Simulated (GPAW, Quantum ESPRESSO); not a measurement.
# Near-edge structure at the O K edge of Ti6O (P-31m), part 5 of 5

Do two independent programs agree on the O K edge of Ti6O (P-31m)? The same cell and functional are run with XSpectra and with GPAW.

Quantum ESPRESSO 7.5 and GPAW 26.7.0; core-hole supercells, plane-wave PAW LDA.

So far. Step 10 (The field without a hole (GPAW)): The mesh shows no gap, so the system is treated as a metal and the core electron is put at the Fermi level (neutral cell). Step 11 (Spectrum without a core hole, O atom 7 (GPAW)): Main maxima below 24 eV (height): 2.3 eV (2.45), 3.7 eV (2.67), 10.9 eV (1.22) and 17.0 eV (0.79). 

## Step 13: Spectrum with XCH, O atom 7 (GPAW)

Level of this step: X-ray absorption from dipole matrix elements to empty bands, plane-wave PAW LDA (GPAW).

The holes are 5.1 Å apart. The excited electron is kept in the cell, where it fills the lowest empty states and screens the hole. After the field has converged, empty bands are computed with the density fixed and the dipole matrix elements are summed.

The input, xas.py:

```python
import numpy as np
from ase import Atoms
from ase.parallel import parprint, paropen
from gpaw import GPAW, PW, FermiDirac, Mixer, MixerDif, setup_paths
from gpaw.test import gen
setup_paths.insert(0, '.')
gen('O', name='fch1s', xcname='LDA', corehole=(1, 0, 1), write_xml=True)
from gpaw.mpi import world
world.barrier()

atoms = Atoms('Ti12O2',
    cell=[[2.565, -4.44271032, 0],
     [-2.565, -4.44271032, 0],
     [0, 0, -9.48]],
    scaled_positions=[[0, 0.667, 0.625],
     [0, 0.667, 0.125],
     [0.667, 0.333, 0.625],
     [0.667, 0.333, 0.125],
     [0.333, 0, 0.625],
     [0.333, 0, 0.125],
     [0, 0.333, 0.875],
     [0, 0.333, 0.375],
     [0.667, 0, 0.875],
     [0.667, 0, 0.375],
     [0.333, 0.667, 0.875],
     [0.333, 0.667, 0.375],
     [0, 0, 0],
     [0, 0, 0.5]],
    pbc=True)
atoms.calc = calc = GPAW(legacy_gpaw=True, mode=PW(500), xc='LDA', setups={12: 'fch1s'},
    kpts={'size': (5, 5, 3), 'gamma': True}, occupations=FermiDirac(0.1),
    charge=-1, mixer=Mixer(0.1, 5, 50), maxiter=150,
    convergence={'density': 0.0001}, txt='scf.txt')
energy = atoms.get_potential_energy() + calc.get_reference_energy()
ef = calc.get_fermi_level()
out = dict(energy=energy, fermi=ef, forces=atoms.get_forces().tolist())
parprint(f'all-electron energy {energy:.4f} eV, Fermi level {ef:.4f} eV')
ev = np.array([[calc.get_eigenvalues(k, s) for k in range(len(calc.get_ibz_k_points()))] for s in range(calc.get_number_of_spins())])
out['homo'], out['lumo'], out['counts'] = ev[ev < ef].max(), ev[ev > ef].min(), sorted(set((ev < ef).sum((0, 2)).tolist()))
out['filled'] = (ev[:, 0] < ef).sum(1).tolist()

from ase.units import Ha
from gpaw.xas import dipole_matrix_elements
nb = int(calc.get_number_of_electrons() / 2) + 191
top, nb = nb, nb + 8 + nb // 12
nscf = calc.fixed_density(kpts={'size': (6, 6, 3), 'gamma': True}, nbands=nb,
    convergence={'bands': top, 'eigenstates': 1e-5}, maxiter=60, txt='nscf.txt')
cell = atoms.cell.array
ops = [cell.T @ U.T @ np.linalg.inv(cell.T) for U in nscf.wfs.kd.symmetry.op_scc]
E = np.arange(-6, 34, 0.1)
fwhm = np.interp(E, [4, 25], [0.9, 3.5])
Y, X, zero, highest = 0, 0, 1e9, 1e9
for spin in range(nscf.get_number_of_spins()):
    wfs = nscf.wfs
    A = dipole_matrix_elements(wfs.setups[12])
    eps = np.zeros((wfs.kd.nibzkpts, nb))
    d = np.zeros((3, A.shape[1], wfs.kd.nibzkpts, nb), complex)
    for kpt in wfs.kpt_u:
        if kpt.s == spin and 12 in kpt.P_ani:
            eps[kpt.k] = kpt.eps_n * Ha
            d[:, :, kpt.k] = (kpt.weight * wfs.nspins / 2) ** 0.5 * np.inner(A, kpt.P_ani[12])
    world.sum(eps)
    world.sum(d)
    T = np.einsum('amkn,bmkn->abkn', d, d.conj()).real
    T = sum(np.einsum('ai,ijkn,bj->abkn', R, T, R) for R in ops) / len(ops)
    empty = eps > ef
    zero, highest = min(zero, eps[empty].min()), min(highest, eps[:, top - 1].min())
    lines = [(eps, T, empty)] if spin == 0 else lines + [(eps, T, empty)]
for eps, T, empty in lines:
    f = np.einsum('aakn->akn', T).reshape(3, -1)
    x = eps.ravel() - zero
    w = np.interp(x, E, fwhm) / 2.35482
    g = np.exp(-0.5 * ((E[:, None] - x) / w) ** 2) / (w * (2 * np.pi) ** 0.5)
    Y = Y + (f * empty.ravel()) @ g.T
    X = X + (f * ~empty.ravel()) @ g.T
out.update(E=E.round(2).tolist(), xas=Y.tolist(), xes=X.tolist(), zero=zero, valid=highest - zero, nk=len(eps), nb=nb)
for i in range(0, len(E), 10):
    parprint(f'{E[i]:7.2f}', *(f'{v:10.3e}' for v in Y[:, i]))
import json
with paropen('out.json', 'w') as f:
    json.dump(out, f)
```

Started as:

```console
$ OMP_NUM_THREADS=1 mpirun -n 4 gpaw python xas.py
```

Numbers of over 12 decimals in the logs are rounded to 6 here.

The log of the run:

```text
Input parameters:
  charge: -1
  convergence: {density: 0.0001}
  kpts: {gamma: True,
         size: (5, 5, 3)}
  maxiter: 150
  mixer: {backend: pulay,
          beta: 0.1,
          method: separate,
          nmaxold: 5,
          weight: 50}
  mode: {ecut: 500.0,
         name: pw}
  occupations: {fixmagmom: False,
                name: fermi-dirac,
                width: 0.1}
  setups: {12: fch1s}

Initialize ...

[... PAW data sets ...]

Reference energy: -281592.538123  # eV

Spin-paired calculation

[... convergence settings ...]
Symmetries present (total): 4
  [... symmetry matrices ...]

75 k-points: 5 x 5 x 3 Monkhorst-Pack grid
24 k-points in the irreducible part of the Brillouin zone
       k-points in crystal coordinates                weights
   0:     0.00000000    0.00000000    0.00000000          1/75
   1:     0.00000000    0.00000000    0.33333333          2/75
   2:     0.20000000   -0.20000000   -0.33333333          2/75
   3:     0.20000000   -0.20000000    0.00000000          2/75
   4:     0.20000000   -0.20000000    0.33333333          2/75
   5:     0.20000000    0.00000000   -0.33333333          4/75
   6:     0.20000000    0.00000000    0.00000000          4/75
   7:     0.20000000    0.00000000    0.33333333          4/75
   8:     0.20000000    0.20000000    0.00000000          2/75
   9:     0.20000000    0.20000000    0.33333333          4/75
          ...
  23:     0.40000000    0.40000000    0.33333333          4/75

Wave functions: Plane wave expansion
  Cutoff energy: 500.000 eV
  Number of coefficients (min, max): 5464, 5531
  Pulay-stress correction: 0.000000 eV/Ang^3 (de/decut=0.000000)
  Using FFTW library
  Wavefunction extrapolation:
    Improved wavefunction reuse through dual PAW basis

Occupation numbers: Fermi-Dirac:
  width: 0.1000  # eV

Eigensolver
   Davidson(niter=2)

Densities:
  Coarse grid: 27*27*49 grid
  Fine grid: 54*54*98 grid
  Total Charge: 0.000000

Density mixing:
  Method: separate
  Backend: pulay
  Linear mixing parameter: 0.1
  old densities: 5
  Width of damping distribution: 1.1
  Damping of long wavelength oscillations: 50

[... Hamiltonian set-up ...]
Number of atoms: 14
Number of atomic orbitals: 164
Number of bands in calculation: 99
Number of valence electrons: 157
Bands to converge: occupied

... initialized

Initializing position-dependent things.

Density initialized from atomic densities
Creating initial wave functions:
  99 bands from LCAO basis set

              O

               Ti
        Ti
             Ti
           Ti O
                Ti
         Ti
               Ti
        Ti   Ti

           Ti   Ti
         Ti

Atomic positions and initial magnetic moments

Positions:
   0 Ti    -1.710855   -2.963288   -5.925000    ( 0.0000,  0.0000,  0.0000)
   1 Ti    -1.710855   -2.963288   -1.185000    ( 0.0000,  0.0000,  0.0000)
   2 Ti     0.856710   -4.442710   -5.925000    ( 0.0000,  0.0000,  0.0000)
   3 Ti     0.856710   -4.442710   -1.185000    ( 0.0000,  0.0000,  0.0000)
   4 Ti     0.854145   -1.479423   -5.925000    ( 0.0000,  0.0000,  0.0000)
   5 Ti     0.854145   -1.479423   -1.185000    ( 0.0000,  0.0000,  0.0000)
   6 Ti    -0.854145   -1.479423   -8.295000    ( 0.0000,  0.0000,  0.0000)
[...]
11 Ti    -0.856710   -4.442710   -3.555000    ( 0.0000,  0.0000,  0.0000)
  12 O      0.000000    0.000000    0.000000    ( 0.0000,  0.0000,  0.0000)
  13 O      0.000000    0.000000   -4.740000    ( 0.0000,  0.0000,  0.0000)

Unit cell:
           periodic     x           y           z      points  spacing
  1. axis:    yes    2.565000   -4.442710    0.000000    27     0.1645
  2. axis:    yes   -2.565000   -4.442710    0.000000    27     0.1645
  3. axis:    yes    0.000000    0.000000   -9.480000    49     0.1935

  Lengths:   5.130000   5.130000   9.480000
  Angles:   90.000000  90.000000  60.000000

Effective grid spacing dv^(1/3) = 0.1822

iter:   1  -174.214472
iter:   2  -227.652843   +1.71  -0.83
iter:   3  -137.425646   +0.08  -0.78
iter:   4  -132.198174   -0.56  -1.16
iter:   5  -137.668100   -0.48  -1.30
iter:   6  -129.180775   +0.07  -1.09
iter:   7  -126.889231   -0.99  -1.40
iter:   8  -127.506284   -1.31  -1.69
iter:   9  -126.710536   -1.33  -1.61
iter:  10  -126.671997   -2.14  -2.07
iter:  11  -126.656485c  -2.30  -2.30
iter:  12  -126.656630c  -2.70  -2.66
iter:  13  -126.644763c  -2.89  -2.57
iter:  14  -126.644882c  -3.44  -3.08
iter:  15  -126.644996c  -3.90  -3.21
iter:  16  -126.644868c  -4.31  -3.31
iter:  17  -126.644674c  -4.59  -3.38
iter:  18  -126.644522c  -4.72  -3.54
iter:  19  -126.644633c  -4.97  -3.75
iter:  20  -126.644621c  -4.88  -3.70
iter:  21  -126.644589c  -5.45  -3.75
iter:  22  -126.644555c  -5.65  -3.93
iter:  23  -126.644559c  -5.86  -4.33c
iter:  24  -126.644558c  -6.24  -4.56c
iter:  25  -126.644564c  -6.29  -4.64c
iter:  26  -126.644571c  -6.58  -4.65c
iter:  27  -126.644576c  -6.76  -4.83c
iter:  28  -126.644579c  -6.96  -4.91c
iter:  29  -126.644587c  -7.00  -4.99c
iter:  30  -126.644587c  -7.16  -5.36c
iter:  31  -126.644585c  -7.25  -5.59c
iter:  32  -126.644584c  -7.47c -5.62c

Converged after 32 iterations.

Dipole moment: (0.000000, -0.000000, 0.000000) |e|*Ang

Energy contributions relative to reference atoms: (reference = -281592.538123)

Kinetic:        +95.211501
Potential:      -98.342324
External:        +0.000000
XC:            -122.670766
Entropy (-ST):   -0.415358
Local:           -0.635316
SIC:             +0.000000
--------------------------
Free energy:   -126.852263
Extrapolated:  -126.644584

Showing only first 2 kpts
 Kpt  Band  Eigenvalues  Occupancy
  0    76      8.32430    1.81779
  0    77      8.54302    1.05645
  0    78      8.54302    1.05644
  0    79      8.57878    0.87830

  1    76      8.37523    1.71409
  1    77      8.45293    1.46756
  1    78      8.58421    0.85169
[...]
Fermi level: 8.55432

No gap
No difference between direct/indirect transitions

Forces in eV/Ang:
  0 Ti   -0.13083   -0.22663   -0.36397
  1 Ti    0.41021    0.71045   -0.84490
  2 Ti    0.26167    0.00000   -0.36392
  3 Ti   -0.82038    0.00000   -0.84480
  4 Ti   -0.13083    0.22663   -0.36397
  5 Ti    0.41021   -0.71045   -0.84490
  6 Ti   -0.41021   -0.71045    0.84490
[...]
11 Ti   -0.26167    0.00000    0.36392
 12 O     0.00000    0.00000    0.00000
 13 O     0.00000    0.00000    0.00000
Scalar-relativistic atomic LDA calculation for O (Oxygen, Z=8)
Core hole in 1s state (1s occupation: 1.0)
300 radial gridpoints.
|------------------------------------------------|
|------------------------------------------------|
[... the atom generator's iteration count ...]

Energy contributions:
-------------------------
Kinetic:      +54.046737
XC:            -5.876031
Potential:   -102.458324
-------------------------
Total:        -54.287618

state      eigenvalue         ekin         rmax
-----------------------------------------------
1s^1.0 :   -21.731873    30.611423        0.127
2s^2.0 :    -1.594915     4.066245        0.801
2p^4.0 :    -1.067100     3.825706        0.682
-----------------------------------------------
(units: Bohr and Hartree)

Generating PAW setup
Kinetic energy of the core from tauc = 30.636371
Cutoffs:
rc(s)=1.300
rc(p)=1.130
rc(d)=1.170
rc(vbar)=1.300
rc(comp)=1.260
rc(nct)=1.300

Kinetic energy of the core states: 30.611423
Charge: 1.0
Core electrons: 1.0
Valence electrons: 6.0
Pseudo-core charge: 0.000198
Shape function alpha=6.299
Pseudo-electron charge 5.280306
state    eigenvalue         norm
--------------------------------
2s(2) :    -1.594915     1.065643
*s    :    -0.594915
2p(4) :    -1.067100     0.787205
*p    :    -0.067100
*d    :     0.000000
--------------------------------

Diagonalizing with gridspacing h=0.050

state   all-electron     PAW
-------------------------------
2s:      -1.594915    -1.596334
2p:      -1.067100    -1.073375
*d:                   -0.060686
*f:                   -0.013559
-------------------------------
all-electron energy -281719.1827 eV, Fermi level 8.5543 eV
[...]
31.00  5.145e-05  5.145e-05  5.100e-05
  32.00  5.212e-05  5.212e-05  5.521e-05
  33.00  5.357e-05  5.358e-05  6.282e-05
```

Wall time 12 min (4 MPI ranks of Arm Neoverse V1, shared host); peak memory 0.8 GiB; 49 min of CPU time.

The O K spectrum, O atom 7, excited-electron core hole (neutral cell) (energy from the lowest empty level; intensity scaled to a mean of 1 over the first 20 eV; polarised curves are means over the symmetry-equivalent atoms):

```
E (eV)  isotropic  ε ⊥ c  ε ∥ c
  -2.0       0.00   0.00   0.00
  -1.5       0.00   0.00   0.00
  -1.0       0.00   0.00   0.00
  -0.5       0.03   0.04   0.03
   0.0       0.25   0.27   0.20
   0.5       0.81   0.89   0.67
   1.0       1.89   2.02   1.63
   1.5       2.87   3.08   2.46
   2.0       2.90   2.86   2.97
   2.5       2.21   1.90   2.84
   3.0       2.07   1.82   2.57
   3.5       1.78   1.75   1.83
   4.0       1.26   1.35   1.07
   4.5       1.04   1.10   0.92
   5.0       0.83   0.84   0.82
   5.5       0.68   0.70   0.64
   6.0       0.63   0.67   0.56
   6.5       0.50   0.55   0.39
   7.0       0.38   0.44   0.27
   7.5       0.32   0.36   0.24
   8.0       0.33   0.34   0.31
   8.5       0.49   0.47   0.52
   9.0       0.74   0.71   0.80
   9.5       1.00   0.93   1.14
  10.0       1.18   1.04   1.48
  10.5       1.21   1.00   1.63
  11.0       1.06   0.87   1.44
  11.5       0.86   0.77   1.03
  12.0       0.73   0.76   0.67
  12.5       0.69   0.80   0.49
  13.0       0.70   0.84   0.44
  13.5       0.73   0.88   0.44
  14.0       0.77   0.94   0.45
  14.5       0.81   0.99   0.47
  15.0       0.84   0.99   0.53
  15.5       0.84   0.95   0.62
  16.0       0.83   0.89   0.73
  16.5       0.83   0.83   0.82
  17.0       0.82   0.79   0.87
  17.5       0.81   0.77   0.87
  18.0       0.79   0.76   0.84
  18.5       0.75   0.72   0.82
  19.0       0.72   0.66   0.82
  19.5       0.69   0.60   0.86
  20.0       0.69   0.56   0.93
  20.5       0.71   0.55   1.01
  21.0       0.75   0.59   1.07
  21.5       0.80   0.65   1.09
  22.0       0.85   0.74   1.06
  22.5       0.89   0.83   1.00
  23.0       0.91   0.90   0.93
  23.5       0.92   0.96   0.85
  24.0       0.91   0.98   0.78
  24.5       0.90   0.98   0.73
  25.0       0.87   0.96   0.69
  25.5       0.84   0.93   0.65
  26.0       0.80   0.89   0.62
  26.5       0.77   0.86   0.60
  27.0       0.74   0.82   0.58
  27.5       0.72   0.80   0.58
  28.0       0.71   0.78   0.59
  28.5       0.71   0.77   0.61
  29.0       0.72   0.76   0.64
  29.5       0.73   0.76   0.68
  30.0       0.75   0.76   0.71
  30.5       0.76   0.77   0.74
  31.0       0.77   0.77   0.77
  31.5       0.78   0.78   0.79
  32.0       0.80   0.78   0.83
```

Main maxima below 24 eV (height): 1.8 eV (3.02), 10.3 eV (1.22), 15.3 eV (0.84) and 23.5 eV (0.92). 

The total-energy difference is 536.13 eV. With the free-atom term of -8.83 eV for this edge, the photon energy is 527.30 eV.

## Step 14: The two programs side by side

The line shapes differ (Lorentzian half width 0.4 eV up to 4 eV, rising linearly to 1.75 eV at 25 eV (not a setting of the program: the run's 0.4 eV curve was folded afterwards with a further Lorentzian above 4 eV), against Gaussian full width 0.9 eV up to 4 eV, rising linearly to 3.5 eV at 25 eV), so both get a further Gaussian of 1.5 eV full width before they are compared; the Lorentzian tails remain.

```
E (eV)  XSpectra  GPAW
 -2.00      0.11  0.00
 -1.25      0.19  0.02
 -0.50      0.40  0.19
  0.25      0.91  0.76
  1.00      1.69  1.78
  1.75      2.24  2.46
  2.50      2.19  2.33
  3.25      1.86  1.87
  4.00      1.46  1.37
  4.75      1.10  0.98
  5.50      0.85  0.73
  6.25      0.69  0.56
  7.00      0.58  0.42
  7.75      0.56  0.40
  8.50      0.67  0.55
  9.25      0.84  0.85
 10.00      0.97  1.07
 10.75      0.97  1.07
 11.50      0.87  0.90
 12.25      0.79  0.76
 13.00      0.76  0.72
 13.75      0.77  0.76
 14.50      0.78  0.80
 15.25      0.79  0.83
 16.00      0.78  0.83
 16.75      0.77  0.82
 17.50      0.75  0.80
 18.25      0.73  0.77
 19.00      0.70  0.72
 19.75      0.68  0.70
 20.50      0.68  0.72
 21.25      0.70  0.77
 22.00      0.73  0.84
 22.75      0.75  0.89
 23.50      0.75  0.91
 24.25      0.74  0.90
 25.00      0.72  0.87
 25.75      0.69  0.82
 26.50      0.67  0.77
 27.25      0.65  0.74
 28.00      0.63  0.72
 28.75      0.63  0.72
 29.50      0.63  0.74
 30.25      0.64  0.75
 31.00      0.64  0.77
 31.75      0.64  0.79
```

```
                                                                          XSpectra        GPAW
                                                k mesh of the spectrum       7×7×3       6×6×3
                                                           cutoff (eV)         707         500
highest intensity below 16 eV after the common broadening, eV (height)  2.0 (2.29)  2.0 (2.49)
                                    zero, corrected photon energy (eV)       527.1       527.3
                                    core time, hole field and spectrum      49 min      49 min
```

## Step 15: With and without the hole

XSpectra's curves. Both curves are counted from their own zero, so only the shift of weight within the empty states shows.

```
E (eV)  no hole   XCH
  -2.0     0.06  0.09
  -1.0     0.11  0.16
   0.0     0.29  0.54
   1.0     0.75  1.76
   2.0     1.91  2.58
   3.0     1.98  2.02
   4.0     2.18  1.32
   5.0     1.68  0.93
   6.0     1.06  0.74
   7.0     0.64  0.51
   8.0     0.47  0.41
   9.0     0.59  0.79
  10.0     0.81  1.14
  11.0     1.33  1.11
  12.0     0.77  0.67
  13.0     0.73  0.77
  14.0     0.65  0.73
  15.0     0.77  0.91
  16.0     0.77  0.82
  17.0     0.79  0.81
  18.0     0.75  0.83
  19.0     0.79  0.68
  20.0     0.51  0.59
  21.0     0.59  0.69
  22.0     0.69  0.81
  23.0     0.76  0.89
  24.0     0.81  0.85
  25.0     0.74  0.84
  26.0     0.76  0.78
  27.0     0.65  0.64
  28.0     0.53  0.60
  29.0     0.61  0.64
  30.0     0.64  0.67
  31.0     0.59  0.69
  32.0     0.60  0.68
```

With each curve scaled to its own mean, the area from −2 to 6 eV with the hole is 9.7 against 9.6, and the centre of weight from −1 to 20 eV moves by -0.2 eV (first and strongest maxima below 20 eV: 2.4 eV (2.20), 3.6 eV (2.43) and 10.8 eV (1.36) without the hole, 1.9 eV (2.61), 10.4 eV (1.30) and 14.8 eV (0.93) with it); the shape changes all the same, by 35 % r.m.s.

## Step 16: Results

| Item | Value |
| --- | --- |
| absorber and edge | O K, atom 7 of the ground-state input (counted from 1) |
| surroundings | 6 Ti at 2.08 Å (octahedral, site symmetry -3m) |
| highest intensity below 16 eV (XSpectra, narrow line) | 1.9 eV above the zero, height 2.61 |
| photon energy of the zero, with the added terms | 527.1 eV (raw 535.9 eV; LDA puts this hole about 4 eV below PBE, itself good to a few eV) |

In words: The two programs agree closely: 11 % r.m.s. remains over the first 14 eV after a relative shift of 0.0 eV, and their photon-energy zeros differ by 0.2 eV. What differs may come from the PAW partial waves, meshes, cutoffs and line shapes. In XSpectra the O K edge of atom 7, with 6 Ti at 2.08 Å (octahedral, site symmetry -3m), has its highest intensity of the first 16 eV at 1.9 eV above the zero, near 529 eV in photon energy (LDA puts this hole about 4 eV below PBE, itself good to a few eV), 2.6 times the mean level of the first 20 eV (Lorentzian half width 0.4 eV). In XSpectra: With each curve scaled to its own mean, the area from −2 to 6 eV with the hole is 9.7 against 9.6, and the centre of weight from −1 to 20 eV moves by -0.2 eV (first and strongest maxima below 20 eV: 2.4 eV (2.20), 3.6 eV (2.43) and 10.8 eV (1.36) without the hole, 1.9 eV (2.61), 10.4 eV (1.30) and 14.8 eV (0.93) with it); the shape changes all the same, by 35 % r.m.s. In GPAW: With each curve scaled to its own mean, the area from −2 to 6 eV with the hole is 9.5 against 9.7, and the centre of weight from −1 to 20 eV moves by -0.1 eV (first and strongest maxima below 20 eV: 2.3 eV (2.45), 3.7 eV (2.67) and 10.9 eV (1.22) without the hole, 1.8 eV (3.02), 10.3 eV (1.22) and 15.3 eV (0.84) with it); the shape changes all the same, by 42 % r.m.s. In XSpectra, at the O K edge of atom 7 polarisation matters most near 10.8 eV, where the curves differ by 0.6 on this scale. 3 further runs of this session are left out of this account as redundant. The unit cell's mesh shows no gap over 0.35 eV. That is right for a metallic compound; for a small-gap or correlated insulator it would be the fault of the functional or of the assumed magnetic order, and the hole would be screened too well. The holes are only 5.1 Å apart, so the shape is probably not converged with cell size; no larger cell was run here. The structure is a published determination, not relaxed.

[Banner, clock and machine lines of the logs are left out without a mark of their own.]

[Logs are printed without paths, hosts, clocks, repeated set-up lines and the standing remarks that a program may print on its own settings, such as how far it seeks lower states.]

[Hosts, paths, dates, database ids (printed as entryN), source tags and the programs' standing remarks are cut or masked in the printed files.]

[Lists of maxima count a maximum above −3 eV only where it reaches 4 % of the highest in the window and stands out from its surroundings by 2 % of it (1.5 % where it reaches 55 %); shoulders and weaker maxima are passed over, and of the rest the first, up to two pre-edge ones and the few strongest are named.]
